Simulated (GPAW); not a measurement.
# 2H-VSeTe monolayer: work function by functional and basis, part 2 of 2

Aim: the work function of both faces of 2H-VSeTe monolayer, and its spread over functionals and bases.

GPAW 26.7.0; GPAW, PAW setups; layer in a repeated cell with vacuum, relaxation of atoms and in-plane cell (the session's first sound run).

So far, upper work function (eV): step 3 (the slab's potential, PBE, GPAW) 5.31; step 6 (revPBE) 5.21; step 7 (GPAW, PAW setups) 5.51; step 8 (RPBE) 5.21; step 9 (mode fd, grid spacing 0.18 Å, PBE, GPAW) 5.31.

**10. Atomic orbitals: mode = "lcao"**

Atom-centred orbitals end a few angstrom from the surface, which tests how much the density's tail matters.

run.py

```python
import json
import numpy as np
from ase import Atoms
from gpaw import GPAW

slab = Atoms(
    ['Te', 'V', 'Se'],
    positions=[
        [0.00000, 2.00586, 9.00000],
        [-0.00000, 0.00000, 10.83901],
        [0.00000, 2.00586, 12.33867]],
    cell=[[3.47424, 0.0, 0.0], [-1.73712, 3.00878, 0.0], [0.0, 0.0, 21.3387]],
    pbc=[True, True, False],
    magmoms=[0.0, 1.0, 0.0])

slab.calc = GPAW(mode='lcao', basis='dzp', h=0.18, xc='PBE', kpts={'size': (9, 9, 1), 'gamma': True},
                 occupations={'name': 'fermi-dirac', 'width': 0.05}, nbands='120%',
                 convergence={'density': 1e-05}, maxiter=200,
                 poissonsolver={'dipolelayer': 'xy'},
                 symmetry={'tolerance': 1e-3}, txt='slab.txt')
result = {}
energy = slab.get_potential_energy()
fermi = slab.calc.get_fermi_level()
v = slab.calc.get_electrostatic_potential().mean((0, 1)) - fermi
n = slab.calc.get_pseudo_density().mean((0, 1))
L = slab.cell[2, 2]
z = np.arange(len(v)) * L / len(v)
low, high = slab.positions[:, 2].min(), slab.positions[:, 2].max()
below, above = np.interp([low - 6.8, high + 6.8], z, v)
slopes = [np.interp(x, z, np.gradient(v, z)) for x in (low - 6.8, high + 6.8)]
eps = np.array([[slab.calc.get_eigenvalues(k, s) for k in range(len(slab.calc.get_ibz_k_points()))]
                for s in range(slab.calc.get_number_of_spins())]) - fermi
top, bottom = eps[eps < 0].max(), eps[eps > 0].min()
dipole = slab.get_dipole_moment()[2]
print(f'energy {energy:.4f} eV, Fermi level {fermi:.4f} eV, dipole {dipole:.5f} e A')
print(f'potential 6.8 A off the faces, from the Fermi level: lower {below:.4f} eV, upper {above:.4f} eV')
print(f'slope of the potential there: lower {slopes[0]:.5f}, upper {slopes[1]:.5f} eV/A')
print(f'nearest levels on the mesh: {top:.4f} and {bottom:.4f} eV')
print('magnetic moment', round(slab.get_magnetic_moment(), 3))
result.update(energy=energy, fermi=fermi, dipole=dipole, below=below, above=above, slopes=slopes, edges=[top, bottom],
              z=z.tolist(), v=v.tolist(), n=n.tolist(), positions=slab.positions.tolist(),
              forces=slab.get_forces(apply_constraint=False).tolist(), moments=slab.get_magnetic_moments().tolist())
json.dump(result, open('result.json', 'w'))
```

Started as:

```sh
OMP_NUM_THREADS=1 OPENBLAS_NUM_THREADS=1 python run.py
```

Elapsed: 2.1 min, on 1 thread of Intel Xeon Platinum 8488C (Sapphire Rapids), shared host; peak memory 0.29 GiB.

This step gave:

* dipole along the normal: -0.03193 e·Å
* levels nearest the Fermi level on the mesh: -0.02776, 0.09208 eV from the Fermi level
* upper work function: 5.283 eV
* lower work function: 4.730 eV
* site moments: -0.07151, 0.9399, -0.03105 μB
* sum of the site moments: 0.8374 μB

Table of electrostatic potential energy of an electron (without an applied field's), less the Fermi level, planar mean by z:

| z (Å) | electrostatic potential energy of an electron (without an applied field's), less the Fermi level, planar mean (eV) |
| --- | --- |
| 0 | 5.01 |
| 1 | 4.73 |
| 2 | 4.73 |
| 3 | 4.73 |
| 4 | 4.73 |
| 5 | 4.73 |
| 6 | 4.73 |
| 7 | 4.58 |
| 8 | 0.715 |
| 9 | -21.7 |
| 10 | -3.33 |
| 11 | -11.1 |
| 12 | -11.4 |
| 13 | -1.35 |
| 14 | 5.00 |
| 15 | 5.28 |
| 16 | 5.28 |
| 17 | 5.28 |
| 18 | 5.28 |
| 19 | 5.28 |
| 20 | 5.28 |
| 21 | 5.28 |

The upper face's work function is 5.283 eV, against 5.312 eV in the first plane-wave PBE run at this geometry.

**11. Cost and result by level**

Times are for 1 thread of Intel Xeon Platinum 8488C (Sapphire Rapids), shared host. Results by setting:

| no. | run | upper work function (eV) | lower work function (eV) | time | memory (GiB) |
| --- | --- | --- | --- | --- | --- |
| 1 | pw | 5.312 | 4.835 | 42 s | 0.25 |
| 2 | vdW DF2 | 5.609 | 5.085 | 55 s | 0.43 |
| 3 | LDA | 5.554 | 5.181 | 36 s | 0.24 |
| 4 | revPBE | 5.209 | 4.714 | 43 s | 0.25 |
| 5 | optPBE vdW | 5.508 | 5.013 | 57 s | 0.43 |
| 6 | RPBE | 5.209 | 4.704 | 39 s | 0.25 |
| 7 | fd | 5.313 | 4.838 | 2 min | 0.52 |
| 8 | lcao | 5.283 | 4.730 | 2.1 min | 0.29 |

**12. Side by side**

Results and costs are gathered.

This step: comparison of work functions, dipole and cost (GPAW 26.7.0).

Ladder, by row:

| step | code | work function, upper (eV) | work function, lower (eV) | dipole (e Å) | wall time (s) | peak memory (GiB) | threads |
| --- | --- | --- | --- | --- | --- | --- | --- |
| pw | GPAW | 5.312 | 4.835 | -0.02773 | 42.06 | 0.25 | 1 |
| vdW-DF2 | GPAW | 5.609 | 5.085 | -0.03049 | 55.14 | 0.43 | 1 |
| LDA | GPAW | 5.554 | 5.181 | -0.02174 | 35.52 | 0.24 | 1 |
| revPBE | GPAW | 5.209 | 4.714 | -0.02879 | 42.91 | 0.25 | 1 |
| optPBE-vdW | GPAW | 5.508 | 5.013 | -0.02881 | 57.16 | 0.43 | 1 |
| RPBE | GPAW | 5.209 | 4.704 | -0.02938 | 38.9 | 0.25 | 1 |
| fd | GPAW | 5.313 | 4.838 | -0.02742 | 117.8 | 0.52 | 1 |
| lcao | GPAW | 5.283 | 4.73 | -0.03193 | 123.3 | 0.29 | 1 |

**13. A changed run**

One more run, with changed settings.

This step: GPAW, PAW setups; slab in vacuum (GPAW 26.7.0).

Changes to run.py since step 10:

```diff
@@ -3,3 +3,3 @@
 from ase import Atoms
-from gpaw import GPAW
+from gpaw import GPAW, PW
 
@@ -15,5 +15,5 @@
 
-slab.calc = GPAW(mode='lcao', basis='dzp', h=0.18, xc='PBE', kpts={'size': (9, 9, 1), 'gamma': True},
-                 occupations={'name': 'fermi-dirac', 'width': 0.05}, nbands='120%',
-                 convergence={'density': 1e-05}, maxiter=200,
+slab.calc = GPAW(mode=PW(400), xc='pbe96', kpts={'size': (9, 9, 1), 'gamma': True},
+                 occupations={'name': 'fermi-dirac', 'width': 0.05}, nbands='160%',
+                 convergence={'density': 1e-05}, maxiter=100,
                  poissonsolver={'dipolelayer': 'xy'},
```

Wall time 0.68 s (1 thread); peak memory 0.1 GiB.

The input was rejected at the start.

The program's message: “NameError: Unknown functional: pbe96.”

The change that led to it: xc = "pbe96".

**14. Outcome**

| Quantity | Value |
| --- | --- |
| work function, upper and lower face | 5.312 and 4.835 eV |
| dipole along the normal | -0.0277 e Å |

What this shows: With plane waves and PBE the work function is 5.31 eV on the upper face and 4.84 eV on the lower. The two faces differ by 0.48 eV, the step that the slab's dipole makes (e p/(ε0 A) gives 0.48 eV), so the dipole layer is needed. Over the sound runs of the table the upper face's work function spans 5.209 (RPBE) to 5.609 eV (vdW-DF2). The relaxation of atoms and cell ran in a fully periodic cell without the dipole layer, so the atoms of this polar layer felt a small spurious field. One magnetic start was tried; another order may lie lower. The layer's cell and atoms come from the relaxation; spin-orbit coupling and temperature are left out.

[Logs are printed without paths, hosts, clocks, repeated set-up lines and the standing remarks that a program may print on its own settings, such as how far it seeks lower states.]

[Hosts, paths, dates, database ids (printed as entryN), source tags and the programs' standing remarks are cut or masked in the printed files.]
